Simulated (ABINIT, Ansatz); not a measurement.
Planning a run of ABINIT 10.8.3 on KCl (Sylvite). The input:

```
acell 3*1.0 Angstrom
rprim 
  -0.000000000000 3.146470000000 3.146470000000
  3.146470000000 0.000000000000 3.146470000000
  3.146470000000 3.146470000000 -0.000000000000
ntypat 2
znucl 19 17
natom 2
typat 1 2
xred 
  0.000000000000 0.000000000000 0.000000000000
  0.500000000000 0.500000000000 0.500000000000
pp_dirpath "pseudos"
pseudos "K.upf, Cl.upf"
ecut 33
ngkpt 6 6 6
nshiftk 1
shiftk 0 0 0
kptopt 1
chksymbreak 0
nband 13
occopt 1
tolvrs 1e-10
nstep 60
prtwf 0
optforces 0
optstress 0
indata_prefix "in"
outdata_prefix "out"
tmpdata_prefix "tmp"
```

```sh
OMP_NUM_THREADS=1 mpirun -n 4 abinit run.abi > log
```

Q: Estimate wall time and host memory on 4 MPI ranks of Intel Xeon Platinum 8259CL at 2.50GHz (Skylake/Cascade Lake), shared host.

It took 19 s; on shared hardware allow 9.3 s to 37 s. Peak host memory was 0.36 GiB.

[Paths, hosts, dates, memory and timing lines, banners, echoed tables and standing remarks are left out of the program output.]

[Logs are printed without paths, hosts, clocks, repeated set-up lines and the standing remarks that a program may print on its own settings, such as how far it seeks lower states.]

[Runs of the session that timed out or met a known fault of the program may be left out.]

[Hosts, paths, dates, database ids (printed as entryN), source tags and the programs' standing remarks are cut or masked in the printed files.]

[G0W0 gaps are taken among the corrected bands and points alone; a level outside them can change the order at an edge.]

[Where Ansatz stands beside ABINIT at settings called matched, ABINIT's density can come from a denser mesh and the files from another edition; pairs whose starting gaps differed by over 0.03 eV were left out, so agreement reads better than it is.]
